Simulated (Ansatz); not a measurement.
**AlN (P6_3mc): how G0W0 depends on its starting point**

Aim: G0W0 for AlN (P6_3mc) on several starting functionals, at one mesh, band count and screening cutoff.

Calculated with Ansatz 0.2.0; G0W0 on several functionals, plane waves, PAW.

The database entry behind the starting cell differs from later determinations by our own check (inner coordinate u about 0.002 short), so it need not match the best structure at ambient conditions.

In doubt: masses and optical values from hybrid runs of this build are listed as unsure (step 4), which bears on the screening that GW takes from such a start.

**1. The starting structure**

It takes space group P6_3mc (No. 186, hexagonal). Conventional cell: a = 3.113 Å, b = 3.113 Å, c = 4.981 Å, α = 90.00°, β = 90.00°, γ = 120.00°. Nearest to Al lie 4 N at 1.89 Å. Nearest to N lie 4 Al at 1.89 Å. Farther neighbours and most contacts between anions are not listed.

The cell and positions come from the Crystallography Open Database and are kept as given unless a step says otherwise. The default PAW set here is soft_1. Its files were made with PBE; for other functionals the partial waves and projectors stay those of PBE.

**2. G0W0 on PBE**

G0W0 replaces the xc potential by the self-energy, built once from these orbitals. Only a window of levels is corrected, while the sums run over the empty bands that the input names.

This step: G0W0 on PBE, plane waves, PAW.

input.yaml reads:

```yaml
crystal:
  lattice:
    - [3.113, 0.0, 0.0]
    - [-1.5565, 2.695937082, 0.0]
    - [0.0, 0.0, 4.981]
  atoms:
    - { symbol: Al, position: [0.3333333333, 0.6666666667, 0.0] }
    - { symbol: Al, position: [0.6666666667, 0.3333333333, 0.5] }
    - { symbol: "N", position: [0.3333333333, 0.6666666667, 0.38] }
    - { symbol: "N", position: [0.6666666667, 0.3333333333, 0.88] }
kpoints:
  mp_grid: { grid: [6, 6, 4] }
hamiltonian:
  xc: pbe
  pseudopotentials: { kind: paw, azcp: { folder: "./paw" } }
scf:
  occupations: { method: fixed }
gw:
  n_empty_bands: 124
  ecut_chi: 120
  qp_bands: [v2, c2]
  qp_kpoints: band_edges
  screening: { model: contour_deformation }
```

On the command line:

```console
ansatz run input.yaml --threads 3 --pin off --max-ram 92160MiB --backend cuda --events-out ev --progress --plain --runs-dir out --devices 1 --max-vram 13GiB
```

Numbers of over 12 decimals in the logs are rounded to 6 here.

The log of the run:

```text
GPUs: using 1 of 1 available (devices: 1).
Engine: ansatz 0.2.0, x86_64-unknown-linux-gnu
Pseudopotentials: kind: paw
Pseudopotential: Al, paw, valence charge 3, recommended cutoff 420 eV (normal), <dir>
Pseudopotential: N, paw, valence charge 5, recommended cutoff 420 eV (normal), <dir>
Functional definition: PBE
  parameter kappa = 0.804
  parameter beta = 0.066725
  exchange = pbe_x(kappa = kappa, mu = beta*pi^2/3)
  correlation = pbe_c(beta = beta)
device memory: the entry about to start is reckoned to put 0.5 GiB on a device that reports 63.0 GiB free (of which the cap on the GPU budget leaves the run 13.0 GiB)
GPU FFT provider: cuFFT
GPU libraries: cuBLAS 13.8.2, cuFFT 12.4.0, cuSOLVER 12.3.4
Crystal: 4 atoms, lattice volume = 41.803 Å³
Basis set: ecut = 420 eV, 809 PW (Γ)
Bands: 12, of which v1, the nominal top of the filled ones, is band 8 counted from 1 (7 counted from 0)
Symmetry: 12 space group operations
Space group: P63mc (ITA 186), of the structure as read, at distance tolerance 3.5e-5 Å
k-points: 21 of 144 (time reversal used)
Non-local potential: Al, projectors of the file, l = 0: 2, l = 1: 2, l = 2: 1
Non-local potential: N, projectors of the file, l = 0: 2, l = 1: 2, l = 2: 1
PAW form: soft (Blöchl's): semilocal exchange-correlation on the pseudo side does not see the compensation charge
PAW one-centre angular grid: Al, 110 points (default); XC on 64 Gauss nodes
PAW one-centre angular grid: N, 110 points (default); XC on 64 Gauss nodes
Initial density: superposition of atomic densities (chi_scale 0.1, normalization cell, long waves kept (reshape's long-wave potential 0.00 eV rms))
Initial wavefunctions: pseudopotential atomic-orbital guess
GPU buffer pool allocated for 20736 grid points (all kernels)
GPU transforms: local potential and band sums: pruned to the plane-wave sphere, on 24×24×36
Functional: x = pbe(κ = 0.804, μ = 0.219515), c = pbe(β = 0.066725)
SCF iter   1: F=—  HF=-1851.407366 eV  |F-HF|=—  |Δ(HF+E_count)|=         —  Δρ=1.39e-1  dr2=9.84e0  ethr=3.10e-3  ⟨swp⟩=4.8  Hψ=1366  notcnv=0  defer=10
preconditioner: auto → none  [insulator: Δε(μ)=5.473 eV  Ē_g=14.253 eV  n_scr=2 (ndim 8)  ℏωp=23.0 eV  f_vac=0.000  ε∞_Penn≈3.6]
SCF iter   2: F=—  HF=-1848.928367 eV  |F-HF|=—  |Δ(HF+E_count)|=    2.48e0  Δρ=7.66e-2  dr2=1.45e0  ethr=3.10e-3  ⟨swp⟩=3.0  Hψ=755  notcnv=0  defer=37
SCF iter   3: F=—  HF=-1848.520590 eV  |F-HF|=—  |Δ(HF+E_count)|=   4.08e-1  Δρ=2.33e-2  dr2=1.15e-1  ethr=3.10e-3  ⟨swp⟩=2.3  Hψ=614  notcnv=0  defer=38
SCF iter   4: F=—  HF=-1848.508347 eV  |F-HF|=—  |Δ(HF+E_count)|=   1.22e-2  Δρ=1.38e-3  dr2=3.99e-4  ethr=7.19e-4  ⟨swp⟩=2.0  Hψ=294  notcnv=0  defer=42
SCF iter   5: F=—  HF=-1848.508201 eV  |F-HF|=—  |Δ(HF+E_count)|=   1.47e-4  Δρ=3.70e-4  dr2=1.43e-5  ethr=2.49e-6  ⟨swp⟩=2.1  Hψ=402  notcnv=0  defer=42
SCF iter   6: F=—  HF=-1848.508205 eV  |F-HF|=—  |Δ(HF+E_count)|=   4.74e-6  Δρ=2.94e-5  dr2=2.35e-7  ethr=8.92e-8  ⟨swp⟩=2.0  Hψ=420  notcnv=0  defer=1
SCF iter   7: F=-1848.508205 eV  HF=-1848.508205 eV  |F-HF|=1.96e-9  |Δ(HF+E_count)|=   7.05e-8  Δρ=2.65e-6  dr2=1.58e-9  ethr=6.25e-10  ⟨swp⟩=4.1  Hψ=1133  notcnv=0
SCF 1 converged in 7 iterations: F = -1848.508205 eV  dr2 = 1.58e-9
  greatest PAW one-centre occupation: 0.789 electrons in one spin orbital (limit 2), on the N atom at site 3 (counted from 0), in its partial waves of l = 0
device memory: the entry about to start is reckoned to put 0.5 GiB on a device that reports 62.9 GiB free (of which the cap on the GPU budget leaves the run 13.0 GiB)
NSCF: frozen V_eff on 21 k-points, pencils in batches of 32, up to order 48
the band table was solved once the SCF had ended and its energy, with any forces and stress, was formed, with the checks that follow a solve (1550 applications of the Hamiltonian). They found nothing against the state; the energy, forces and stress were not computed again (output.eigenvalues in the input reference)
device memory: the entry about to start is reckoned to put 2.4 GiB on a device that reports 63.0 GiB free (of which the cap on the GPU budget leaves the run 13.0 GiB)
NSCF: frozen V_eff on 21 k-points
G₀W₀ screening: q 1/21
[... further progress lines ...]
SCF converged after 7 iterations
Free energy (F): -1848.508205 eV
Harris-Foulkes:  -1848.508205 eV  (|F-HF|=1.96e-9)
Internal energy: -1848.508205 eV  (E = F + TS)
E sigma→0 (E₀):  -1848.508205 eV
Fermi energy:    7.112566 eV
--- Per-component energies (eV) ---
  E_band       = 30.290657
  E_kinetic    = 313.411637
  E_local      = -420.951055  (includes V_loc(G=0)·N_el)
  E_nonlocal   = 89.108486
  E_hartree    = 155.484674
  E_xc         = -198.151116
  E_vxc        = -214.040176  (∫ρ·V_xc dr)
  E_paw        = -1195.749342  (= ΣΔE_a)
  E_vpaw       = -48.209650  (= ΣTr[D̂ρ^β])
  E_aug_tail   = 0.001782  (compensation charges beyond the density's cutoff)
  E_ewald      = -591.663270
  E_smearing   = -0.000000  (= −TS)
  E_closure    = 0.000000  (closes the sum)
  Σ components = -1848.508205   (vs F -1848.508205, Δ=0.00e0)
--- Band table (eV; the first three rows and the last of 21) ---
  k-point 0: bands = [... 4 lower, 6.2847, 6.9331, 6.9331, 7.1126, 11.3260, 13.7812, 17.7273, 18.2821]
  k-point 1: bands = [... 4 lower, 6.3749, 6.3749, 6.8333, 6.8333, 12.2816, 13.8987, 17.3977, 18.2493]
  k-point 2: bands = [... 4 lower, 6.5992, 6.5992, 6.5992, 6.5992, 13.5800, 13.5800, 17.4644, 17.4644]
  k-point 20: bands = [... 4 lower, 3.2960, 3.2960, 6.3358, 6.3358, 14.5445, 14.5445, 14.9799, 14.9799]
--- G₀W₀: contour deformation, 6 samples at zero and on the imaginary axis and 2 off it, 144 q-points, 124 empty bands' worth ---
  eigenvalues of the whole cell's RPA ε∞ on this k-mesh (on a slab, of 1 + 4πα/V) = 4.2253, 4.2253, 4.3743; static W/v taken at q = 0 is 0.234310
  bands read: the sum over 132 bands ends inside a degenerate multiplet in 1 slot, whose members it reads at an even weight; the widest, k=19: bands 132 to 133 (counted from 1) at 1/2 each
  gw.qp_kpoints: band_edges: 15 of 21 stored k-points solved, in 1 pass; an edge of the gap read off the rows below is read off those points alone
    valence top: of the k-points left out ik 13 came nearest to being solved in a further pass, in band 8 (counted from 1, as in the quasiparticle table): it holds the edge there only if its correction is more favourable than any solved in that band by at least 0.533 eV; those differ by 0.280 eV
    conduction bottom: of the k-points left out ik 16 came nearest to being solved in a further pass, in band 9 (counted from 1, as in the quasiparticle table): it holds the edge there only if its correction is more favourable than any solved in that band by at least 1.302 eV; those differ by 0.467 eV
    ik  band        ε_KS         Σx   Σc(E_QP)       V_xc       Z   E_QP_lin       E_QP  E_QP is
     0     7      6.9331   -21.7172     3.2210   -17.6723  0.7830     6.1030     6.1092  root
     0     8      7.1126   -21.7778     3.1720   -17.8132  0.7831     6.3143     6.3199  root
     0     9     11.3260    -9.8000    -3.8585   -14.4586  0.8175    12.1302    12.1260  root
     0    10     13.7812    -7.9362    -4.3896   -13.2051  0.8235    14.6665    14.6605  root
     1     7      6.8333   -21.7205     3.2530   -17.6285  0.7825     5.9878     5.9943  root
     1     8      6.8333   -21.7205     3.2530   -17.6285  0.7825     5.9878     5.9943  root
     1     9     12.2816   -10.1396    -3.9321   -14.9413  0.8112    13.1565    13.1511  root
     1    10     13.8987    -8.2310    -4.4157   -13.5497  0.8194    14.8082    14.8017  root
     2     7      6.5992   -21.7176     3.3199   -17.5255  0.7814     5.7197     5.7270  root
     2     8      6.5992   -21.7176     3.3199   -17.5255  0.7814     5.7197     5.7270  root
     2     9     13.5800    -9.3681    -4.3201   -14.6350  0.8088    14.5343    14.5268  root
     2    10     13.5800    -9.3681    -4.3201   -14.6350  0.8088    14.5343    14.5268  root
     3     7      6.8546   -21.7931     3.2522   -17.7069  0.7825     6.0143     6.0207  root
     3     8      6.9424   -21.7515     3.2176   -17.7166  0.7823     6.1190     6.1252  root
     3     9     12.6096   -10.1142    -3.9976   -15.0060  0.8094    13.5098    13.5039  root
     3    10     14.8408    -7.8874    -4.5543   -13.3810  0.8170    15.7877    15.7801  root
     4     7      6.5865   -21.5298     3.2826   -17.3739  0.7815     5.7059     5.7132  root
     4     8      6.6967   -21.7215     3.2861   -17.5773  0.7819     5.8317     5.8386  root
     4     9     13.0445    -9.6099    -4.1237   -14.6306  0.8087    13.9477    13.9415  root
     4    10     14.8689    -8.2348    -4.6051   -13.7986  0.8092    15.8361    15.8276  root
     6     7      6.2504   -21.2754     3.3132   -17.0524  0.7803     5.3323     5.3406  root
     6     8      6.5971   -21.7673     3.3160   -17.5800  0.7814     5.7185     5.7257  root
     6     9     13.3685    -7.1733    -4.2772   -12.2017  0.8200    14.1243    14.1197  root
     6    10     13.8267    -6.1736    -4.3816   -11.2567  0.8192    14.5323    14.5281  root
[...]
18     7      4.7478   -20.7530     3.6564   -16.0235  0.7710     3.6602     3.6748  root
    18     8      4.7478   -20.7530     3.6564   -16.0235  0.7710     3.6602     3.6748  root
    18     9     12.1787    -4.8696    -4.1329    -9.4826  0.8334    12.6605    12.6588  root
    18    10     15.4790    -7.6643    -4.7871   -13.4152  0.7936    16.4533    16.4427  root
    20     7      6.3358   -21.7364     3.3650   -17.4712  0.7799     5.4275     5.4356  root
    20     8      6.3358   -21.7364     3.3650   -17.4712  0.7799     5.4275     5.4356  root
    20     9     14.5445    -6.8458    -4.5521   -12.2056  0.8056    15.3587    15.3523  root
    20    10     14.5445    -6.8458    -4.5521   -12.2056  0.8056    15.3587    15.3523  root
```

It took 20 s on 1 × NVIDIA H100 80GB HBM3 (shared by 6 runs) with 3 threads of AMD EPYC 7R13 (Zen 3), shared host; peak memory 1.1 GiB; 10 s of CPU time.

In the SCF lines HF is the Harris–Foulkes energy and dr2 the Hartree energy of the density residual, in eV; the loop may stop once dr2 is under the threshold and the program's other checks hold. Hψ counts applications of the Hamiltonian.

This step gave:

- bands summed: 132
- RPA ε∞ on this mesh (eigenvalues): 4.225, 4.225, 4.374
- plane waves in the screening matrix: 135
- q-points in the mesh: 144
- G0W0 gap on the mesh: 5.806 eV
- k of the valence top: 0, 0, 0
- k of the conduction bottom: 0, 0, 0
- starting gap on the mesh: 4.213 eV
- Z at the valence top: 0.7831
- Z at the conduction bottom: 0.8175
- least direct G0W0 gap on the computed points: 5.806 eV

The gap on the mesh goes from 4.21 eV to 5.81 eV, a correction of +1.59 eV. Between the two edge states, bare exchange in place of the xc potential would open the gap by 8.62 eV, and correlation takes back 7.03 eV.

**3. G0W0 on LDA**

One-shot GW remembers its start. Another functional's orbitals and levels show by how much.

This step: G0W0 on LDA, plane waves, PAW.

Changes to input.yaml since step 2:

```diff
@@ -13,3 +13,3 @@
 hamiltonian:
-  xc: pbe
+  xc: lda
   pseudopotentials: { kind: paw, azcp: { folder: "./paw" } }
```

The log of the run:

```text
Warning: <dir> the record states the generating functional pbe (its physics header spells it `PBE`), which answers neither for hamiltonian.xc's functional nor for the lda family's — results may be inconsistent (PPs are generated against a specific XC)
[...]
GPUs: using 1 of 1 available (devices: 1).
[...]
GPU FFT provider: cuFFT
GPU libraries: cuBLAS 13.8.2, cuFFT 12.4.0, cuSOLVER 12.3.4
Crystal: 4 atoms, lattice volume = 41.803 Å³
Basis set: ecut = 420 eV, 809 PW (Γ)
Bands: 12, of which v1, the nominal top of the filled ones, is band 8 counted from 1 (7 counted from 0)
[... 1 set-up line as in the run before ...]
[...]
k-points: 21 of 144 (time reversal used)
[...]
GPU buffer pool allocated for 20736 grid points (all kernels)
[...]
SCF iter   1: F=—  HF=-1782.649088 eV  |F-HF|=—  |Δ(HF+E_count)|=         —  Δρ=1.33e-1  dr2=9.09e0  ethr=3.10e-3  ⟨swp⟩=4.8  Hψ=1380  notcnv=0  defer=13
[...]
SCF iter   6: F=-1779.695783 eV  HF=-1779.695783 eV  |F-HF|=2.94e-8  |Δ(HF+E_count)|=   5.19e-6  Δρ=1.81e-5  dr2=7.56e-8  ethr=6.25e-10  ⟨swp⟩=3.0  Hψ=1285  notcnv=0
SCF 1 converged in 6 iterations: F = -1779.695783 eV  dr2 = 7.56e-8
[...]
NSCF: frozen V_eff on 21 k-points, pencils in batches of 32, up to order 48
[...]
NSCF: frozen V_eff on 21 k-points
G₀W₀ screening: q 1/21
[... further progress lines ...]
SCF converged after 6 iterations
Free energy (F): -1779.695783 eV
[...]
Internal energy: -1779.695783 eV  (E = F + TS)
E sigma→0 (E₀):  -1779.695783 eV
Fermi energy:    6.815459 eV
[...]
--- Band table (eV; the first three rows and the last of 21) ---
  k-point 0: bands = [... 4 lower, 5.9833, 6.6373, 6.6373, 6.8155, 11.0525, 13.3703, 17.2936, 17.7869]
  k-point 1: bands = [... 4 lower, 6.0743, 6.0743, 6.5366, 6.5366, 11.9832, 13.5024, 16.9576, 17.7586]
  k-point 2: bands = [... 4 lower, 6.3005, 6.3005, 6.3005, 6.3005, 13.2358, 13.2358, 16.9892, 16.9892]
  k-point 20: bands = [... 4 lower, 2.9571, 2.9571, 6.0309, 6.0309, 14.1198, 14.1198, 14.5605, 14.5605]
[...]
0     7      6.6373   -21.6792     3.1721   -17.8404  0.7814     5.9666     5.9706  root
     0     8      6.8155   -21.7470     3.1271   -17.9831  0.7815     6.1751     6.1787  root
     0     9     11.0525    -9.9096    -3.9254   -14.7771  0.8151    12.0006    11.9946  root
     0    10     13.3703    -8.0291    -4.4764   -13.6562  0.8217    14.5316    14.5211  root
     1     7      6.5366   -21.6825     3.2037   -17.7985  0.7810     5.8521     5.8563  root
     1     8      6.5366   -21.6825     3.2037   -17.7985  0.7810     5.8521     5.8563  root
     1     9     11.9832   -10.2157    -4.0105   -15.2509  0.8089    13.0156    13.0079  root
     1    10     13.5024    -8.3073    -4.5024   -13.9650  0.8176    14.6686    14.6576  root
[...]
20     7      6.0309   -21.7005     3.3157   -17.6517  0.7783     5.2926     5.2978  root
    20     8      6.0309   -21.7005     3.3157   -17.6517  0.7783     5.2926     5.2978  root
    20     9     14.1198    -6.9187    -4.6523   -12.6642  0.8039    15.2253    15.2130  root
    20    10     14.1198    -6.9187    -4.6523   -12.6642  0.8039    15.2253    15.2130  root
```

The job ended after 19 s (1 × NVIDIA H100 80GB HBM3 (shared by 6 runs) with 3 threads; peak memory 1.1 GiB).

Numbers from this step:

| Property | Result |
| --- | --- |
| bands summed | 132 |
| RPA ε∞ on this mesh (eigenvalues) | 4.305, 4.305, 4.449 |
| plane waves in the screening matrix | 135 |
| q-points in the mesh | 144 |
| G0W0 gap on the mesh | 5.816 eV |
| k of the valence top | 0, 0, 0 |
| k of the conduction bottom | 0, 0, 0 |
| starting gap on the mesh | 4.237 eV |
| Z at the valence top | 0.7815 |
| Z at the conduction bottom | 0.8151 |
| least direct G0W0 gap on the computed points | 5.816 eV |

Against the run with 6×6×4 mesh, 124 empty bands, screening to 120 eV on PBE, the gap moves by +0.010 eV, while the start moved by +0.02 eV.

**4. G0W0 on HSE06**

This step: G0W0 on HSE06, plane waves, PAW.

Changes to input.yaml since step 3:

```diff
@@ -13,3 +13,3 @@
 hamiltonian:
-  xc: lda
+  xc: hse06
   pseudopotentials: { kind: paw, azcp: { folder: "./paw" } }
```

The log of the run:

```text
GPUs: using 1 of 1 available (devices: 1).
[...]
davidson cushion auto → on  (no smearing: the cushion is to keep the highest requested band from converging to the state above it; pin scf.eigensolver.cushion to override)
[...]
GPU FFT provider: cuFFT
GPU libraries: cuBLAS 13.8.2, cuFFT 12.4.0, cuSOLVER 12.3.4
Crystal: 4 atoms, lattice volume = 41.803 Å³
Basis set: ecut = 420 eV, 809 PW (Γ)
[...]
1     9     12.7622    -9.6565    -3.8047   -14.1190  0.8352    13.4223    13.4199  root
     1    10     14.4767    -7.9715    -4.1682   -12.7772  0.8420    15.1166    15.1142  root
[...]
20     7      5.3437   -21.7439     3.0348   -18.4050  0.8072     5.0390     5.0396  root
    20     8      5.3437   -21.7439     3.0348   -18.4050  0.8072     5.0390     5.0396  root
    20     9     15.1022    -6.5009    -4.2800   -11.3187  0.8309    15.6421    15.6400  root
    20    10     15.1022    -6.5009    -4.2800   -11.3187  0.8309    15.6421    15.6400  root
[key lines of the parts left out:]
Free energy (F): -1849.437205 eV
Fermi energy:    6.194256 eV
```

Run time: 42 s. Hardware: 1 × NVIDIA H100 80GB HBM3 (shared by 6 runs) with 3 threads; peak memory 1.4 GiB; 19 s of CPU time.

This step gave:

* bands summed: 132
* RPA ε∞ on this mesh (eigenvalues): 3.574, 3.574, 3.684
* plane waves in the screening matrix: 135
* G0W0 gap on the mesh: 6.444 eV
* k of the valence top: 0, 0, 0
* k of the conduction bottom: 0, 0, 0
* starting gap on the mesh: 5.581 eV
* least direct G0W0 gap on the computed points: 6.444 eV

Against the run with 6×6×4 mesh, 124 empty bands, screening to 120 eV on LDA, the gap moves by +0.63 eV, while the start moved by +1.34 eV.

**5. Side by side**

All on the 6×6×4 mesh with 124 empty bands and screening to 120 eV. Times are wall times on 1 × NVIDIA H100 80GB HBM3 (shared by 6 runs) with 3 threads of AMD EPYC 7R13 (Zen 3), shared host, good to a factor of about two.

| start | starting gap (eV) | shift (eV) | G0W0 gap (eV) | RPA ε∞ (harmonic mean) | Z (valence, conduction) | time |
| --- | --- | --- | --- | --- | --- | --- |
| PBE | 4.21 | +1.59 | 5.81 | 4.27 | 0.78, 0.82 | 20 s |
| LDA | 4.24 | +1.58 | 5.82 | 4.35 | 0.78, 0.82 | 19 s |
| HSE06 | 5.58 | +0.86 | 6.44 | 3.61 | 0.81, 0.84 | 42 s |

How the two edges are built up, in eV (the quasiparticle level is the starting level plus Σx plus Σc less Vxc):

| run | edge | start | Σx | Σc | Vxc | Z | QP |
| --- | --- | --- | --- | --- | --- | --- | --- |
| PBE | valence top | 7.11 | -21.78 | 3.17 | -17.81 | 0.78 | 6.32 |
| PBE | conduction bottom | 11.33 | -9.80 | -3.86 | -14.46 | 0.82 | 12.13 |
| LDA | valence top | 6.82 | -21.75 | 3.13 | -17.98 | 0.78 | 6.18 |
| LDA | conduction bottom | 11.05 | -9.91 | -3.93 | -14.78 | 0.82 | 11.99 |
| HSE06 | valence top | 6.19 | -21.79 | 2.88 | -18.66 | 0.81 | 5.95 |
| HSE06 | conduction bottom | 11.78 | -9.40 | -3.74 | -13.75 | 0.84 | 12.39 |

For a hybrid start, Vxc holds its share of exact exchange.

**6. Outcome**

```yaml
g0w0_pbe: 5.81 eV (start 4.21 eV)
g0w0_lda: 5.82 eV (start 4.24 eV)
g0w0_hse06: 6.44 eV (start 5.58 eV)
known_limits: not at the basis limit
```

The starting gaps span 1.37 eV and the G0W0 gaps 0.64 eV. Between PBE and HSE06, 0.64 eV of the 1.37 eV survives, 47 %. HSE06 screens less than PBE (ε∞ 3.61 against 4.27). Of the 0.64 eV by which its G0W0 gap is higher, the correlation part gives +0.41 eV, and exchange with the one-particle terms, which follow the orbitals, +0.23 eV. The smallest correction, +0.86 eV, is on HSE06, the start nearest to reproducing itself. Bands and cutoff are finite, so the gap is not at the basis limit. The miss can reach some tenths of an eV and take either sign; the mesh is an error of its own.

[Paths, hosts, dates, memory and timing lines, banners, echoed tables and standing remarks are left out of the program output.]

[Logs are printed without paths, hosts, clocks, repeated set-up lines and the standing remarks that a program may print on its own settings, such as how far it seeks lower states.]

[Runs of the session that timed out or met a known fault of the program may be left out.]

[Cells called generated may have been cut or substituted from an entry of the Crystallography Open Database or the Materials Project.]

[Hosts, paths, dates, database ids (printed as entryN), source tags and the programs' standing remarks are cut or masked in the printed files.]
